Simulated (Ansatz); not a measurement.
## Ni(111) with 4 thermally displaced layers, 2x2: scattering by thermal displacements

Aim: the resistivity of Ni at 500 K from frozen thermal displacements between perfect leads.

Method: Ansatz plane-wave DFT, PBE, PAW files, collinear spin; ballistic transport by layer matching (Landauer), zero bias; PAW set soft_1, in Ansatz 0.2.0.

Most raw output is cut from this account.

### Step 1. The structure

The cell holds 40 atoms: 40 Ni. Cell: a = 4.984 Å, b = 4.984 Å, c = 20.397 Å, α = 93.5°, β = 86.5°, γ = 120.0°. It derives from Ni. Regions: lead, 24 atoms (24 Ni); scattering region, 16 atoms (16 Ni). The structure is stacked along c, and the current runs across the ab planes.

### Step 2. With 4 displaced layers

Each atom of 4 layers is moved at random, by amounts drawn from a normal law 0.0791 Å wide in each direction from the Debye model (450 K) at 500 K. The layers about the cell's end stay perfect and serve as the lead. Disorder leaves little or no symmetry, which makes such runs dear. Energies from -0.05 to 0.05 eV in steps of 0.05 eV are too few for the program's thermal sum, so it prints no conductance; for a metal the transmission near the Fermi level serves, at a fraction of the cost.

The input, input.yaml:

```yaml
crystal:
  lattice:
    - [4.9836885938, 0.0, 0.0]
    - [-2.4918442969, 4.3160009268, 0.0]
    - [1.2459221485, -0.7193334878, 20.3458234862]
  atoms:
    - { symbol: Ni, position: [0.9916666667, 0.0083333333, 0.05], spin: 1.0 }
    - { symbol: Ni, position: [0.9916666667, 0.5083333333, 0.05], spin: 1.0 }
    - { symbol: Ni, position: [0.4916666667, 0.0083333333, 0.05], spin: 1.0 }
    - { symbol: Ni, position: [0.4916666667, 0.5083333333, 0.05], spin: 1.0 }
    - { symbol: Ni, position: [0.1416666667, 0.3583333333, 0.15], spin: 1.0 }
    - { symbol: Ni, position: [0.1416666667, 0.8583333333, 0.15], spin: 1.0 }
    - { symbol: Ni, position: [0.6416666667, 0.3583333333, 0.15], spin: 1.0 }
    - { symbol: Ni, position: [0.6416666667, 0.8583333333, 0.15], spin: 1.0 }
[... 28 atom lines left out ...]
    - { symbol: Ni, position: [0.8416666667, 0.1583333333, 0.95], spin: 1.0 }
    - { symbol: Ni, position: [0.8416666667, 0.6583333333, 0.95], spin: 1.0 }
    - { symbol: Ni, position: [0.3416666667, 0.1583333333, 0.95], spin: 1.0 }
    - { symbol: Ni, position: [0.3416666667, 0.6583333333, 0.95], spin: 1.0 }
magnetization:
  spin_polarized: true
kpoints:
  mp_grid: { grid: [5, 5, 1] }
hamiltonian:
  xc: pbe
  pseudopotentials: { kind: paw, azcp: { folder: soft_1 } }
scf:
  occupations: { method: fermi_dirac, width: 0.1 }
output:
  transmission:
    leads: [[0, 4]]
    kmesh: [10, 10]
    e_range: [-0.05, 0.05]
    de: 0.05
  write_potential: true
  write_density: true
  volumetric_format: npy
  elf: true
```

Started as:

```sh
$ ansatz run input.yaml --threads 4 --pin off --max-ram 15360MiB --backend cpu --events-out ev --progress --plain --runs-dir out
```

The job ended after 13 min (4 threads of Intel Xeon Platinum 8375C at 2.90GHz (Ice Lake), shared host; peak memory 6.1 GiB; 47 min of CPU time).

Numbers from this step:

```
free energy                  : -233588.7582 eV
energy at zero smearing      : -233587.7024 eV
Fermi energy                 : 17.83 eV
magnetization                : 26.50 μB
absolute magnetization       : 29.94 μB
cell area                    : 21.51 Å²
transmission, spin up        : 2.443
transmission, spin down      : 5.371
open channels, spin up       : 2.49
open channels, spin down     : 7.16
step of the lead's potential : 4.8 meV
```

Per spin. Table of transmission, zone mean by energy, zero at the Fermi level:

```
energy (eV)  T up  T down
    -0.0500  2.44    4.95
     0.0000  2.44    5.37
     0.0500  2.44    5.28
```

Per spin. The open channels, zone mean by energy, zero at the Fermi level:

```
energy (eV)  lead up  lead down
    -0.0500     2.49       6.48
     0.0000     2.49       7.16
     0.0500     2.49       7.06
```

Transmission over k1 and k2. At 0.0000 eV from the Fermi level, spin up.

Values, 10 rows by 10 columns:
```
1.99 1.98 1.98 2.97 1.99 1.99 1.99 2.98 2.98 2.98
2.97 1.99 1.97 2.93 2.95 1.98 1.99 2.97 2.98 2.98
2.97 2.96 2.95 1.87 2.93 1.88 2.88 2.96 2.98 2.98
1.99 1.98 2.79 2.93 1.95 1.97 2.92 2.86 1.98 1.99
1.99 1.98 1.97 1.66 1.96 2.82 1.96 1.66 1.97 1.98
1.99 1.99 1.98 2.86 2.92 1.97 1.95 2.93 2.79 1.98
2.97 2.98 2.98 2.96 2.88 1.88 2.93 1.87 2.95 2.96
2.97 2.98 2.98 2.97 1.99 1.98 2.95 2.93 1.97 1.99
1.99 2.98 2.98 2.98 1.99 1.99 1.99 2.97 1.98 1.98
1.99 1.99 2.98 2.98 1.99 1.99 1.99 2.98 2.98 1.99
```
Columns: k1 (b1) from -0.5 to 0.4; rows upwards: k2 (b2) from -0.5 to 0.4.

Open channels over k1 and k2. At 0.0000 eV from the Fermi level, spin up.

Ten even steps from '0' (2.00) to '9' (3.00):
```
0009000999
9009900999
9990909999
0099009900
0000090000
0009900990
9999909099
9999009900
0999000900
0099000990
```
Columns: k1 (b1) from -0.5 to 0.4; rows upwards: k2 (b2) from -0.5 to 0.4.

Transmission over k1 and k2. At 0.0000 eV from the Fermi level, spin down.

Ten even steps from '_' (3.68) to '@' (7.08):
```
====++++**======@@::
##++--..::--**##@@@@
##++::..==::::++##::
==++::--##**::::++==
====::__##@@##__::==
====++::::**##--::++
##::##++::::==..::++
##@@@@##**--::..--++
==::@@======**++++==
++==####==++==####==
```
Columns: k1 (b1) from -0.5 to 0.4; rows upwards: k2 (b2) from -0.5 to 0.4.

Open channels over k1 and k2. At 0.0000 eV from the Fermi level, spin down.

Values, 10 rows by 10 columns:
```
 6.0  6.0  7.0  8.0  7.0  6.0  6.0  6.0 10.0  6.0
 9.0  7.0  6.0  6.0  6.0  6.0  7.0  9.0 10.0 10.0
 9.0  8.0  6.0  7.0  8.0  7.0  6.0  8.0  9.0  6.0
 6.0  7.0  6.0  8.0  8.0  8.0  8.0  6.0  7.0  6.0
 6.0  6.0  6.0  7.0  8.0  8.0  8.0  7.0  6.0  6.0
 6.0  6.0  7.0  6.0  8.0  8.0  8.0  8.0  6.0  7.0
 9.0  6.0  9.0  8.0  6.0  7.0  8.0  7.0  6.0  8.0
 9.0 10.0 10.0  9.0  7.0  6.0  6.0  6.0  6.0  7.0
 6.0  6.0 10.0  6.0  6.0  6.0  7.0  8.0  7.0  6.0
 6.0  6.0  9.0  9.0  6.0  6.0  6.0  9.0  9.0  6.0
```
Columns: k1 (b1) from -0.5 to 0.4; rows upwards: k2 (b2) from -0.5 to 0.4.

Spin density in the ca plane at fractional y = 0.547, with atoms of Ni within 0.2 Å of it.

Ten even steps from '0' (0.0 e/Å³) to '9' (2.2 e/Å³), each cell a mean:
```
00000000000005920000000000000034100000000000
00000000000002310000000000000047100000000000
00000000000000000000000000000011000000000000
00000000000000000001000000000000000000000000
00000000000000000001000000000000000120000000
00000000000000000000000000000000000121000000
00000000000003410000000000000000000000000000
00000000000005820000000000000012000000000000
00000000000001200000000000000012000000000000
00000000000000000000000000000000000000000000
00000000000000000000000000000000000000000000
00000000000000000000000000000000000131000000
00000000000001200000000000000000000010000000
```
Columns run along c (16.0 Å, from fractional 0.11 to 0.89 of the cell), rows up along a (5.0 Å). Atoms in or near the plane, at fractional coordinates: Ni at (0.35, 0.94), Ni at (0.35, 0.42), Ni at (0.66, 0.90).

ELF in the ca plane at fractional y = 0.547, with atoms of Ni within 0.2 Å of it. It is the smooth field of the valence electrons, not physical close to the nuclei.

Ten even steps from '0' (0.16) to '9' (0.95), each cell a mean:
```
01111111111018950110001111110166200000011001
00000000001004620110001111110179301100000000
00000000000000000000000100110023101000000000
00000000000010001002100000000000000000011001
00000000000000001002100000000000100241011000
01100100000000100000000100000000000352001000
01111111111005720110001100110000000010011001
01000100011018940011100001110034101000010001
00000000000003410110000001110035101100100000
00000000000000000000000000010001000000010000
00000000000010011001000000000000000120011001
01000000000000000001000000000000100362001000
01111110011004520000000000000000000131011000
```
Columns run along c (16.0 Å, from fractional 0.11 to 0.89 of the cell), rows up along a (5.0 Å). Atoms in or near the plane, at fractional coordinates: Ni at (0.35, 0.94), Ni at (0.35, 0.42), Ni at (0.66, 0.90).

Valence density in the ca plane at fractional y = 0.547, with atoms of Ni within 0.2 Å of it. It is the smooth field of the valence electrons, not physical close to the nuclei.

Ten steps, logarithmic in the rise over the least value, from '0' (0 e/Å³) to '9' (45 e/Å³), each cell a mean:
```
00000000000048972000000000001478511121000000
00000000000026752000000000001489620000000000
00111001210002320012200000000256310000000000
00121002321000000135420001000011101232000000
00110001210000000135420011000000002564100000
00000000000013320013210000000000002575100000
00000000000037851000000000000133101343100000
00000000000148962000000000000266410110000000
00110001110026741000000000000267410000000000
00121002321001210011100000000134210111000000
00111002321000000123210011000001001453100000
00000000110012210134310011000001002675100000
00000000000026751012100000000133212464100000
```
Columns run along c (16.0 Å, from fractional 0.11 to 0.89 of the cell), rows up along a (5.0 Å). Atoms in or near the plane, at fractional coordinates: Ni at (0.35, 0.94), Ni at (0.35, 0.42), Ni at (0.66, 0.90).

Nearest the Fermi level spin up passes 2.44 of 2.49 channels of the lower lead and spin down 5.37 of 7.16.

### Step 3. With 8 displaced layers

Each atom of 8 layers is moved at random, by amounts drawn from a normal law 0.0791 Å wide in each direction from the Debye model (450 K) at 500 K. A fresh draw is used; the growth of the resistance with length is what counts.

System of this step: Ni(111) with 8 thermally displaced layers, 2x2. The cell holds 56 atoms: 56 Ni. Its edges and angles: a = 4.984 Å, b = 4.984 Å, c = 28.520 Å, α = 87.5°, β = 92.5°, γ = 120.0°. It derives from Ni. Regions: lead, 24 atoms (24 Ni); scattering region, 32 atoms (32 Ni). The structure is stacked along c, and the current runs across the ab planes.

The input, input.yaml:

```yaml
crystal:
  lattice:
    - [4.9836885938, 0.0, 0.0]
    - [-2.4918442969, 4.3160009268, 0.0]
    - [-1.2459221485, 0.7193334878, 28.4841528807]
  atoms:
    - { symbol: Ni, position: [0.005952381, 0.994047619, 0.0357142857], spin: 1.0 }
    - { symbol: Ni, position: [0.005952381, 0.494047619, 0.0357142857], spin: 1.0 }
    - { symbol: Ni, position: [0.505952381, 0.994047619, 0.0357142857], spin: 1.0 }
    - { symbol: Ni, position: [0.505952381, 0.494047619, 0.0357142857], spin: 1.0 }
    - { symbol: Ni, position: [0.1845238095, 0.3154761905, 0.1071428571], spin: 1.0 }
    - { symbol: Ni, position: [0.1845238095, 0.8154761905, 0.1071428571], spin: 1.0 }
    - { symbol: Ni, position: [0.6845238095, 0.3154761905, 0.1071428571], spin: 1.0 }
    - { symbol: Ni, position: [0.6845238095, 0.8154761905, 0.1071428571], spin: 1.0 }
[... 44 atom lines left out ...]
    - { symbol: Ni, position: [0.3273809524, 0.1726190476, 0.9642857143], spin: 1.0 }
    - { symbol: Ni, position: [0.3273809524, 0.6726190476, 0.9642857143], spin: 1.0 }
    - { symbol: Ni, position: [0.8273809524, 0.1726190476, 0.9642857143], spin: 1.0 }
    - { symbol: Ni, position: [0.8273809524, 0.6726190476, 0.9642857143], spin: 1.0 }
magnetization:
  spin_polarized: true
kpoints:
  mp_grid: { grid: [5, 5, 1] }
hamiltonian:
  xc: pbe
  pseudopotentials: { kind: paw, azcp: { folder: soft_1 } }
scf:
  occupations: { method: fermi_dirac, width: 0.1 }
output:
  transmission:
    leads: [[0, 4]]
    kmesh: [10, 10]
    e_range: [-0.05, 0.05]
    de: 0.05
  write_potential: true
  write_density: true
  volumetric_format: npy
```

Wall time 27 min (4 threads); peak memory 8.6 GiB.

Numbers from this step:

- free energy: -327023.1705 eV
- energy at zero smearing: -327021.6870 eV
- Fermi energy: 17.84 eV
- magnetization: 36.81 μB
- absolute magnetization: 41.68 μB
- transmission, spin up: 2.402
- transmission, spin down: 4.033
- step of the lead's potential: 1.9 meV

Per spin. The transmission, zone mean by energy, zero at the Fermi level:

```
energy (eV)  T up  T down
    -0.0500  2.41    3.76
     0.0000  2.40    4.03
     0.0500  2.41    3.92
```

Nearest the Fermi level spin up passes 2.40 of 2.49 channels of the lower lead and spin down 4.03 of 7.16.

### Step 4. With 12 displaced layers

Each atom of 12 layers is moved at random, by amounts drawn from a normal law 0.0791 Å wide in each direction from the Debye model (450 K) at 500 K. A fresh draw is used; the growth of the resistance with length is what counts.

System of this step: Ni(111) with 12 thermally displaced layers, 2x2. The cell holds 72 atoms: 72 Ni. Cell: a = 4.984 Å, b = 4.984 Å, c = 36.622 Å, α = 90.0°, β = 90.0°, γ = 120.0°. It derives from Ni. Regions: lead, 24 atoms (24 Ni); scattering region, 48 atoms (48 Ni). The structure is stacked along c, and the current runs across the ab planes.

The input, input.yaml:

```yaml
crystal:
  lattice:
    - [4.9836885938, 0.0, 0.0]
    - [-2.4918442969, 4.3160009268, 0.0]
    - [0.0, 0.0, 36.6224822752]
  atoms:
    - { symbol: Ni, position: [0.0, 0.0, 0.0277777778], spin: 1.0 }
    - { symbol: Ni, position: [0.0, 0.5, 0.0277777778], spin: 1.0 }
    - { symbol: Ni, position: [0.5, 0.0, 0.0277777778], spin: 1.0 }
    - { symbol: Ni, position: [0.5, 0.5, 0.0277777778], spin: 1.0 }
    - { symbol: Ni, position: [0.1666666667, 0.3333333333, 0.0833333333], spin: 1.0 }
    - { symbol: Ni, position: [0.1666666667, 0.8333333333, 0.0833333333], spin: 1.0 }
    - { symbol: Ni, position: [0.6666666667, 0.3333333333, 0.0833333333], spin: 1.0 }
    - { symbol: Ni, position: [0.6666666667, 0.8333333333, 0.0833333333], spin: 1.0 }
[... 60 atom lines left out ...]
    - { symbol: Ni, position: [0.3333333333, 0.1666666667, 0.9722222222], spin: 1.0 }
    - { symbol: Ni, position: [0.3333333333, 0.6666666667, 0.9722222222], spin: 1.0 }
    - { symbol: Ni, position: [0.8333333333, 0.1666666667, 0.9722222222], spin: 1.0 }
    - { symbol: Ni, position: [0.8333333333, 0.6666666667, 0.9722222222], spin: 1.0 }
magnetization:
  spin_polarized: true
kpoints:
  mp_grid: { grid: [5, 5, 1] }
hamiltonian:
  xc: pbe
  pseudopotentials: { kind: paw, azcp: { folder: soft_1 } }
scf:
  occupations: { method: fermi_dirac, width: 0.1 }
output:
  transmission:
    leads: [[0, 4]]
    kmesh: [10, 10]
    e_range: [-0.05, 0.05]
    de: 0.05
  write_potential: true
  write_density: true
  volumetric_format: npy
```

It took 54 min on 4 threads; peak memory 10 GiB; 3.4 h of CPU time.

This step gave:

| Item | Value |
| --- | --- |
| free energy | -420457.1531 eV |
| energy at zero smearing | -420455.2516 eV |
| magnetization | 47.47 μB |
| absolute magnetization | 53.68 μB |
| transmission, spin up | 2.315 |
| transmission, spin down | 2.979 |
| step of the lead's potential | 4.5 meV |

Per spin. Transmission, zone mean against energy, zero at the Fermi level:

```
energy (eV)  T up  T down
    -0.0500  2.31    2.86
     0.0000  2.31    2.98
     0.0500  2.34    2.87
```

Nearest the Fermi level spin up passes 2.31 of 2.49 channels of the lower lead and spin down 2.98 of 7.16.

### Step 5. Resistance against length

This step: Ansatz plane-wave DFT, PBE, PAW files, collinear spin; ballistic transport by layer matching (Landauer), zero bias; resistivity from the slope of the area resistance; PAW set soft_1 (Ansatz 0.2.0).

Numbers from this step:

```yaml
resistivity: 8.139 µΩ cm
intercept: -0.04123 fΩ m²
scatter_about_the_fit: 0.01690 fΩ m²
```

Resistance, by row:

```
run  length (Å)      T  channels N  RA (fΩ m²)  RA, spin up  RA, spin down
 n4       8.138  7.643        9.39     0.03696        0.043          0.263
 n8       16.28  6.312       9.397     0.06735      0.07558         0.6183
n12       24.41  5.222       9.417      0.1694       0.2001          1.106
```

Table of area resistance by length of the displaced region:

```
length of the displaced region (Å)  area resistance (fΩ m²)
                              8.14                   0.0370
                             16.28                   0.0674
                             24.41                    0.169
```

The area resistance goes from 0.037 to 0.17 fΩ m² between 8.1 and 24.4 Å, a slope of 8.1 µΩ cm.

By hand from the end points: (0.1694 − 0.03696) fΩ m² / (24.41 − 8.14) Å = 8.1 µΩ cm, since 1 fΩ m² per Å is 1000 µΩ cm.

### Step 6. Results

- resistivity from the slope: 8.14 µΩ cm
- area resistance over 8.14 Å: 0.0370 fΩ m²
- area resistance over 16.3 Å: 0.0674 fΩ m²
- area resistance over 24.4 Å: 0.169 fΩ m²

The slope gives 8.1 µΩ cm. The points scatter by 0.017 fΩ m² about the line, with one random draw a length in a 2x2 cell, so the slope is a rough value. The mean square of the displacements drawn is 0.78, 0.99 and 1.2 of the nominal one at the three lengths; with each resistance scaled back by that, the slope is 5.9 µΩ cm, the value used below. Read with a model of isotropic scattering on a spherical Fermi surface and the lead's 1.7×10¹⁵ S/m², this slope means a mean free path near 84 Å; over these lengths the model's slope is 1.12 times its bulk resistivity, which would be 5.3 µΩ cm. Uncorrelated displacements put too much weight on short waves, which scatter strongly; with the sideways repeat of a small cell, one draw and three short lengths, the method is good to a factor of two or three. Spin disorder, a large part of this metal's resistivity when warm, is absent. The measured value is 17.7 µΩ cm (CRC Handbook of Chemistry and Physics, 84th ed., 2003, Electrical Resistivity of Pure Metals); the scaled slope is 0.34 times that and the corrected value 0.30: low, with spin disorder left out. One magnetic start was tried, and the two spins conduct in parallel without mixing.

[Logs are printed without paths, hosts, clocks, repeated set-up lines and the standing remarks that a program may print on its own settings, such as how far it seeks lower states.]

[Hosts, paths, dates, database ids (printed as entryN), source tags and the programs' standing remarks are cut or masked in the printed files.]
